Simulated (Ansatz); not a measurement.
## K on Ti(0001): change of the work function: cost of one run

Ansatz 0.2.0; plane-wave DFT, PBE, Ansatz PAW. The cell holds 37 atoms.

The input, input.yaml:

```yaml
crystal:
  lattice:
    - [8.8500000001, 0.0, 0.0]
    - [4.425, 7.6643248235, 0.0]
    - [0.0, 0.0, 28.3310732871]
  atoms:
    - { symbol: Ti, position: [0.2222222222, 0.2222222222, 0.3176723984] }
    - { symbol: Ti, position: [0.0, 0.0, 0.4003484049] }
    - { symbol: Ti, position: [0.2222222222, 0.2222222222, 0.4854247392] }
[... 28 atom lines left out ...]
    - { symbol: Ti, position: [0.6666666667, 0.3333333333, 0.5619723111] }
    - { symbol: Ti, position: [0.8888888889, 0.8888888889, 0.3176723984] }
    - { symbol: Ti, position: [0.6666666667, 0.6666666667, 0.4003484049] }
    - { symbol: Ti, position: [0.8888888889, 0.8888888889, 0.4854247392] }
    - { symbol: Ti, position: [0.6666666667, 0.6666666667, 0.5619723111] }
    - { symbol: K, position: [0.2222222222, 0.2222222222, 0.6823276016] }
kpoints:
  mp_grid: { grid: [4, 4, 1] }
hamiltonian:
  xc: pbe
scf:
  occupations: { method: fermi_dirac, width: 0.1 }
  convergence: { dr2_threshold: 1.0e-08 }
efield:
  axis: 3
  dipole_correction: true
  ramp_position: 0.97
  ramp_width: 0.06
relax:
  f_tol: 0.02
  max_steps: 60
  constraints:
    - { sites: [0, 1, 4, 5, 8, 9, 12, 13, 16, 17, 20, 21, 24, 25, 28, 29, 32, 33] }
output:
  bader: true
  write_potential: true
  write_density: true
  volumetric_format: npy
```

Started as:

```sh
$ ansatz run input.yaml --threads 4 --pin off --max-ram 12288MiB --backend cpu --events-out ev --progress --plain --runs-dir out
```

The cutoff in use is 420 eV. For reference, a run of the same kind (4 atoms, 19 k-points, 29 bands and 3,611 plane waves; 29 SCF cycles) took 11 s and 0.59 GiB on the same hardware.

Q: Estimate wall time and peak memory on 4 threads of Intel Xeon Platinum 8259CL at 2.50GHz (Skylake/Cascade Lake), shared host.

A cutoff of 420 eV is a sphere of radius 10.5 Å⁻¹, so a cell of 1922 Å³ holds about V·G³/6π² = 37,556 plane waves. At two electrons a band, the 441 electrons need 221 bands, and 44 more are carried. Symmetry cuts the 4×4×1 mesh from 16 to 4 points. The run has 4 k-points, 265 bands and 37,589 plane waves. Taking the work of a cycle as k-points × spins × bands × plane waves, that is 20 times the reference, or 3.7 min at the reference's 29 cycles. The run needed 37 SCF cycles over 4 ionic steps, which makes it about 4.8 min. One copy of the wavefunctions takes 0.59 GiB at 16 bytes a coefficient, against 0.03 GiB in the reference; grids, projectors and work arrays come on top. Measured: about 9.2 min, with a peak of 8.4 GiB. The run took longer than the estimate, which leaves out the steps that grow as the square of the band count.

[Logs are printed without paths, hosts, clocks, repeated set-up lines and the standing remarks that a program may print on its own settings, such as how far it seeks lower states.]

[Hosts, paths, dates, database ids (printed as entryN), source tags and the programs' standing remarks are cut or masked in the printed files.]

[Maps of the electrostatic potential energy from Ansatz leave out the sawtooth potential of an applied field or a dipole correction, so their vacuum need not be flat; planar profiles and work functions include it.]
